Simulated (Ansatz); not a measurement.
# RaF2 (Fm-3m): from the cell to its phonons, part 2 of 2

Wanted: phonon frequencies of RaF2 (Fm-3m) and what follows from them.

Ansatz 0.2.0; DFT PBEsol, scalar-relativistic, plane waves, PAW.

So far. Step 3 (Relaxing to small forces for the phonons): The forces vanish by symmetry. The volume is held at 21.52 Å³/atom, so a pressure of -0.96 GPa remains at this level. Step 4 (Linear response at the zone centre): Before it was imposed, the acoustic sum rule was missed by 1.3e-4 eV/Å² and the charge sum rule by 7.6e-6 e. Small misses are needed for a sound result but don't prove that mesh and cutoff are converged. The lowest optical mode is real, 159 cm⁻¹.

The database entry behind the starting cell is an old determination (1936), so it need not match the best structure at ambient conditions.

## (5) Phonons on a q mesh

Stability and thermal properties need the whole zone. Linear response on a 4×4×4 q mesh gives force constants as far as a supercell of that size would, and the tensors from the zone-centre run are typed in so that the long-range dipole term is interpolated apart.

File input.yaml:

```yaml
crystal:
  lattice:
    - [0.0, 3.184, 3.184]
    - [3.184, 0.0, 3.184]
    - [3.184, 3.184, 0.0]
  atoms:
    - { symbol: Ra, position: [0.0, 0.0, 0.0] }
    - { symbol: F, position: [0.25, 0.25, 0.25] }
    - { symbol: F, position: [0.75, 0.75, 0.75] }
kpoints:
  mp_grid: { grid: [8, 8, 8] }
hamiltonian:
  xc: pbesol
scf:
  occupations: { method: fixed }
output:
  eigenvalues: true
phonons:
  method: dfpt
  qmesh: [4, 4, 4]
  temperatures: { t_max: 400, t_step: 50 }
  qpath:
    path:
      - [[0.0, 0.0, 0.0], [0.5, 0.0, 0.5], [0.625, 0.25, 0.625]]
      - [[0.375, 0.375, 0.75], [0.0, 0.0, 0.0], [0.5, 0.5, 0.5], [0.5, 0.25, 0.75], [0.5, 0.0, 0.5]]
    npoints: 10
  non_analytic_term:
    high_frequency_dielectric_tensor: [[2.427, 0.0, 0.0], [0.0, 2.427, 0.0], [0.0, 0.0, 2.427]]
    born_effective_charges:
      - { species: Ra, tensor: [[2.6402, 0.0, 0.0], [0.0, 2.6402, 0.0], [0.0, 0.0, 2.6402]] }
      - { species: F, tensor: [[-1.3201, 0.0, 0.0], [0.0, -1.3201, 0.0], [0.0, 0.0, -1.3201]] }
      - { species: F, tensor: [[-1.3201, 0.0, 0.0], [0.0, -1.3201, 0.0], [0.0, 0.0, -1.3201]] }
    source: "zone-centre run at this cell"
```

Run with:

```
> ansatz run input.yaml --threads 8 --pin off --max-ram 16384MiB --backend cpu --events-out ev --progress --plain --runs-dir out
```

Numbers of over 12 decimals in the logs are rounded to 6 here.

What it wrote:

```text
Warning: phonons: the dynamical matrix that this run interpolates holds no multipole term above the dipole-dipole one, and a site of this crystal is no centre of inversion, so its interpolated transverse optical and acoustic branches and sound speeds can stay off near Gamma, and the density of states and the thermodynamics with them. What a run solves at a wave vector of phonons.qpoints, Gamma apart, where the deck admits one, is free of this, and under fd what a larger phonons.supercell samples
[...]
Crystal: 3 atoms, lattice volume = 64.558 Å³
Basis set: ecut = 540 eV, 1837 PW (Γ), exchange–correlation on 80×80×80 points (8 copies of the dense FFT grid, shifted against one another)
Bands: 21, of which v1, the nominal top of the filled ones, is band 17 counted from 1 (16 counted from 0)
Symmetry: 48 space group operations
k-points: 29 of 512
[...]
SCF iter   1: F=—  HF=-16800.465902 eV  |F-HF|=—  |Δ(HF+E_count)|=         —  Δρ=2.34e-1  dr2=3.30e1  ethr=3.10e-3  ⟨swp⟩=6.1  Hψ=2766  notcnv=0  defer=43
[...]
SCF iter  11: F=-16792.041591 eV  HF=-16792.041591 eV  |F-HF|=7.28e-12  |Δ(HF+E_count)|=  2.91e-11  Δρ=2.39e-8  dr2=1.95e-13  ethr=1.00e-12  ⟨swp⟩=11.3  Hψ=4717  notcnv=0
SCF 1 converged in 11 iterations: F = -16792.041591 eV  dr2 = 1.95e-13
[...]
NSCF: frozen V_eff on 29 k-points
[...]
DFPT response loops at q = (0, 0, 0) (fractional): preconditioner auto → none (the input reference at scf.mixing.eps_inf says where Resta's filter doesn't serve); β = 0.50; Broyden in place of MSR1
[...]
SCF converged after 11 iterations
Free energy (F): -16792.041591 eV
[...]
Internal energy: -16792.041591 eV  (E = F + TS)
E sigma→0 (E₀):  -16792.041591 eV
Fermi energy:    4.665926 eV
[...]
--- Band table (eV; the first three rows and the last of 29) ---
  k-point 0: bands = [... 13 lower, 3.1845, 4.4930, 4.4930, 4.4930, 10.6069, 14.3775, 14.3775, 16.4907]
  k-point 1: bands = [... 13 lower, 3.3569, 4.3725, 4.4876, 4.4876, 11.0044, 14.3179, 14.3179, 16.2490]
  k-point 2: bands = [... 13 lower, 3.7597, 4.1413, 4.4876, 4.4876, 11.9416, 14.2267, 14.2267, 15.5856]
  k-point 28: bands = [... 13 lower, 4.2968, 4.3133, 4.3630, 4.3630, 12.1090, 14.8371, 14.9076, 14.9076]
--- Phonons (Γ-DFPT): 2 representative perturbations + reference (Σ response iterations 7) ---
  ASR residual: 1.277e-4 → 0.000e0 eV/Å²; symmetrization residual: 2.855e-6 eV/Å²
  ASR residual per site (eV/Å²): 1.28e-4 8.90e-6 8.90e-6
  Γ frequencies (cm⁻¹): 0.00 0.00 0.00 158.72 158.72 158.72 221.27 221.27 221.27
--- Phonons (arbitrary-q DFPT): 8 irreducible q on the 4×4×4 mesh ---
  q = [0.0000, 0.0000, 0.0000] (star 1, of the zone-centre solve; hermiticity 1.89e-6, symmetrization 1.43e-12): -0.00 0.00 0.00 158.72 158.72 158.72 221.27 221.27 221.27
  q = [0.0000, 0.0000, 0.2500] (star 8, 2 solved perturbations on 288 of 512 k-point pairs; hermiticity 1.16e-6, symmetrization 1.06e-11): 36.19 36.19 73.99 164.88 164.88 206.83 212.57 212.57 289.32
[...]
q = [0.0000, 0.2500, 0.2500] (star 6, 4 solved perturbations in 528 linear systems a pass and spin channel, the states on 164 of 512 k-point pairs; hermiticity 1.11e-6, symmetrization 1.65e-12): 46.00 46.00 81.39 158.13 158.13 186.83 213.82 213.82 300.17
[...]
sum rule: each row above includes the acoustic sum rule's correction from the zone centre's row sums; it moved no ω² by more than (0.39 cm⁻¹)²
  mesh force constants: q→R imaginary residual 2.22e-18; ASR residual 1.277e-4 → 0.000e0 eV/Å²; symmetrization residual 7.994e-15 eV/Å²
  interpolated dispersion: 63 rows × 9 modes
  density of states and harmonic sums: on the 20×20×20 q-mesh, interpolated from the force constants of a 4×4×4 supercell (with the dipole–dipole term of supplied tensors)
  largest difference from the sums on the solved wave vectors: F 3.96e-3 eV, S 1.40e-5 and C_V 3.92e-6 eV/K
  zero-point energy: 0.087875 eV/cell   skipped modes (ω ≤ 0): 3   left out of the sums: 4.17e-5 of the cell's modes: C_V's classical limit lies that fraction below 3 k_B per atom; for a crystal, a wire or a layer, F and S can be off by more, and a phonons.interpolated_qmesh denser along its periods is the remedy for the sampling
```

It took 83 s on 8 threads of Intel Xeon 6975P-C (Granite Rapids), shared host; peak memory 2.7 GiB.

This step gave:

```
sum-rule residual before enforcement                       : 1.28e-4 eV/Å²
lowest frequency on the path                               : 0 cm⁻¹
highest frequency on the path or at a solved wavevector    : 304.1 cm⁻¹
mean frequency                                             : 157.5 cm⁻¹
Debye temperature (second moment)                          : 321 K
logarithmic mean frequency                                 : 137.7 cm⁻¹
lowest mode on the q mesh (acoustic modes at Γ apart)      : 36.19 cm⁻¹
zero-point energy per atom                                 : 29.29 meV
heat capacity at 300 K                                     : 23.59 J/(mol atoms K)
vibrational entropy at 300 K                               : 36 J/(mol atoms K)
edges of the widest gap between branches, on path and mesh : 221.3, 268.6 cm⁻¹
```

Frequencies (cm⁻¹) solved at each irreducible wavevector; negative means imaginary. Frequencies by wavevector, by row:

```csv
q in reciprocal lattice units,star,mode 1,mode 2,mode 3,mode 4,mode 5,mode 6,mode 7,mode 8,mode 9
0 0 0,1,0,0,0,158.7,158.7,158.7,221.3,221.3,221.3
0 0 0.25,8,36.2,36.2,74,164.9,164.9,206.8,212.6,212.6,289.3
0 0 -0.5,4,50.3,50.3,107.5,173.4,173.4,196.3,201.4,201.4,268.6
0 0.25 0.25,6,46,46,81.4,158.1,158.1,186.8,213.8,213.8,300.2
0 0.25 -0.5,24,60,74.5,102.9,158.1,165.4,168.4,201.1,210.7,283.6
0 0.25 -0.25,12,52.4,71.7,94.3,155.8,177.4,181.7,193.6,218.3,279.8
0 -0.5 -0.5,3,68.8,68.8,115.6,135.9,163.3,163.3,200.5,200.5,295.6
0.25 -0.5 -0.25,6,71.7,94.5,94.5,141,159.1,183.5,183.5,217.4,281.4
```

Interpolated from a 4×4×4 q mesh, with the LO-TO term (at Γ the limit along the path; where Γ stands inside the path, tables give the limit on arrival). Phonon branches along the path, in cm⁻¹:

| point | branch 1 | branch 2 | branch 3 | branch 4 | branch 5 | branch 6 | branch 7 | branch 8 | branch 9 |
| --- | --- | --- | --- | --- | --- | --- | --- | --- | --- |
| Γ | 0 | 0 | 0 | 159 | 159 | 221 | 221 | 221 | 304 |
| halfway | 46 | 46 | 81 | 158 | 158 | 187 | 214 | 214 | 300 |
| X | 69 | 69 | 116 | 136 | 163 | 163 | 200 | 200 | 296 |
| halfway | 67 | 75 | 112 | 138 | 163 | 166 | 199 | 204 | 292 |
| U | 64 | 87 | 103 | 144 | 161 | 173 | 195 | 210 | 285 |
| jump to K | 64 | 87 | 103 | 144 | 161 | 173 | 195 | 210 | 285 |
| halfway | 43 | 53 | 82 | 158 | 174 | 194 | 204 | 219 | 285 |
| Γ | 0 | 0 | 0 | 159 | 159 | 221 | 221 | 221 | 304 |
| halfway | 36 | 36 | 74 | 165 | 165 | 207 | 213 | 213 | 289 |
| L | 50 | 50 | 108 | 173 | 173 | 196 | 201 | 201 | 269 |
| halfway | 59 | 75 | 103 | 162 | 164 | 180 | 193 | 215 | 277 |
| W | 72 | 94 | 94 | 141 | 159 | 184 | 184 | 217 | 281 |
| halfway | 70 | 77 | 110 | 138 | 162 | 170 | 196 | 208 | 289 |
| X | 69 | 69 | 116 | 136 | 163 | 163 | 200 | 200 | 296 |

The phonon branches as a text plot (rows in cm⁻¹):

```
    298 |***************          **********                   **
    285 |               **********          ***        ********
    272 |                                      ********
    260 |
    247 |
    234 |
    222 |******             ***************            *****
    209 |   *  *****   *****    ****       *****  *****     ***
    196 |    **     ******** ****            ***********    *****
    184 |      *           *****                   *********
    171 |       *      **** *** ****        **********      ***
    158 |***********************************         ************
    146 |         **    ****                            *****
    133 |           ****                                     ****
    120 |           ***                                        **
    108 |        ***   ****                    ********     ***
     95 |       *          *****              *        *****
     82 |      *        *** *   *            *         **   **
     70 |    **   *********  *** *          *        ** *********
     57 |   *   **         **** * **       *      ******
     44 |      *               ***  *     *  *****
     32 |  ****                  ***     * **
     19 | **                        **  ***
      6 |**                          ****
         Γ           X  U|K            Γ         L        W     X
```

Tetrahedra on a 20×20×20 mesh, mean over bins of 5 cm-1. Interpolated from a 4×4×4 q mesh. The phonon density of states by wavenumber; read off at these points:

wavenumber (cm⁻¹), phonon density of states (1/cm⁻¹/cell) and a bar:
```
        2      0.000 
       18      0.003 #
       32      0.010 ##
       48      0.033 ########
       58      0.058 ##############
       62      0.060 ##############
       72      0.032 ########
       88      0.026 ######
      102      0.064 ###############
      118      0.000 
      132      0.000 
      148      0.018 ####
      158      0.104 #########################
      162      0.127 ##############################
      172      0.075 ##################
      188      0.029 #######
      202      0.054 #############
      212      0.113 ###########################
      218      0.090 #####################
      232      0.000 
      248      0.000 
      258      0.000 
      272      0.012 ###
      282      0.060 ##############
      288      0.037 #########
      302      0.004 #
```

The partial phonon density of states has structure finer than the step of the table below, so its rows give means over 10 cm⁻¹, whole bins alone (the curve runs from -10 to 323 cm⁻¹). Peaks (cm⁻¹: height): F 161.5: 0.127, 213.8: 0.113, 280.8: 0.0573; Ra 65.3: 0.0575, 100.9: 0.0594, 159.5: 0.00725.

Phonopy on the run's constants, 15x15x15 mesh, Gaussian sigma 2.4 cm-1. Interpolated from a 4×4×4 q mesh. Partial phonon density of states against wavenumber; means over each step; values in 1/cm⁻¹/cell:

```csv
wavenumber (cm⁻¹),F,Ra
0,1.4e-5,8.0e-5
10,1.2e-4,7.7e-4
20,4.7e-4,0.00319
30,9.5e-4,0.00742
40,0.00174,0.0166
50,0.00293,0.0398
60,0.00277,0.0554
70,0.00173,0.0435
80,0.00119,0.0272
90,0.00105,0.0250
100,0.00166,0.0492
110,3.9e-4,0.0163
120,2.3e-6,7.1e-4
130,4.8e-4,7.0e-7
140,0.0114,8.9e-5
150,0.0236,7.7e-4
160,0.102,0.00550
170,0.0736,0.00308
180,0.0500,0.00120
190,0.0398,3.7e-4
200,0.0550,2.3e-4
210,0.0850,2.0e-4
220,0.0465,8.4e-5
230,1.7e-4,0
240,0,0
250,0,0
260,5.4e-5,0
270,0.00836,1.0e-4
280,0.0457,9.9e-4
290,0.0318,0.00142
300,0.0104,9.2e-4
310,2.4e-4,3.4e-5
```

Harmonic thermodynamic functions per atom, from the density of states. Interpolated from a 4×4×4 q mesh. Thermodynamic functions, by row:

| T (K) | F_vib (meV/atom) | S (J/mol-atom/K) | C_V (J/mol-atom/K) |
| --- | --- | --- | --- |
| 0 | 29.29 | 0 | 0 |
| 50 | 28.48 | 4.694 | 8.04 |
| 100 | 23.86 | 13.12 | 16.37 |
| 200 | 2.75 | 26.71 | 22.08 |
| 300 | -30.02 | 36 | 23.59 |
| 400 | -71.05 | 42.88 | 24.16 |

Harmonic mean-square displacement, third of the trace. Interpolated from a 4×4×4 q mesh. Mean square displacements, by row:

```csv
T (K),Ra1 U_eq (Å²),F2 U_eq (Å²),F3 U_eq (Å²)
0,0.00113,0.00491,0.00491
100,0.00313,0.00667,0.00667
300,0.00892,0.01505,0.01505
600,0.01776,0.02906,0.02906
```

Symmetry leaves 8 wavevectors to solve. The lowest mode among them, the acoustic zeros apart, lies at q = (0, 0, 0.25) and is real, 36.2 cm⁻¹.

## (6) Results

* space group (within 0.01 Å): Fm-3m
* volume per atom: 21.5 Å³
* gap on the k-mesh: 5.94 eV
* highest optical mode at the zone centre (no LO-TO term): 221 cm⁻¹
* top of the zone-centre spectrum with the field: 304 cm⁻¹
* lowest optical zone-centre mode: 159 cm⁻¹
* mean high-frequency dielectric constant: 2.43
* mean static dielectric constant: 8.91
* largest Born charge (third of the trace): 2.64 e
* lowest mode on the q mesh (acoustic modes at Γ apart): 36.2 cm⁻¹
* highest frequency on the path or at a solved wavevector: 304 cm⁻¹
* zero-point energy per atom: 29.3 meV
* heat capacity at 300 K: 23.6 J/(mol atoms K)
* vibrational entropy at 300 K: 36 J/(mol atoms K)
* Debye temperature (second moment): 321 K
* imaginary modes on the 4×4×4 q mesh: none

The structure is a minimum as far as tested: no mode is imaginary at the 8 irreducible wavevectors of the 4×4×4 mesh, and the softest away from the acoustic zeros lies at 36 cm⁻¹. Without the field, the optical modes at Γ span 159 to 221 cm⁻¹. The highest mode in this list at Γ, 221.3 cm⁻¹, is mostly motion of F (100 % of the kinetic energy). With the macroscopic field of the longitudinal modes the top of the zone-centre spectrum lies at 304 cm⁻¹, against 221 cm⁻¹ without it. Lattice motion raises the mean dielectric constant from 2.427 to 8.911. The strongest infrared line is at 159 cm⁻¹. On the path and the mesh, the widest gap between branches runs from 221 to 269 cm⁻¹. The volume was held at that of the database entry and not relaxed, so the modes belong to a cell under -0.96 GPa at this level. The program warns that the interpolation holds no quadrupole term, so branches close to Γ can be off in this crystal. Spin-orbit coupling is left out, which can matter for the heavy elements here. These are harmonic frequencies at zero temperature: anharmonic shifts, linewidths and thermal expansion are left out.

[Logs are printed without paths, hosts, clocks, repeated set-up lines and the standing remarks that a program may print on its own settings, such as how far it seeks lower states.]

[Hosts, paths, dates, database ids (printed as entryN), source tags and the programs' standing remarks are cut or masked in the printed files.]
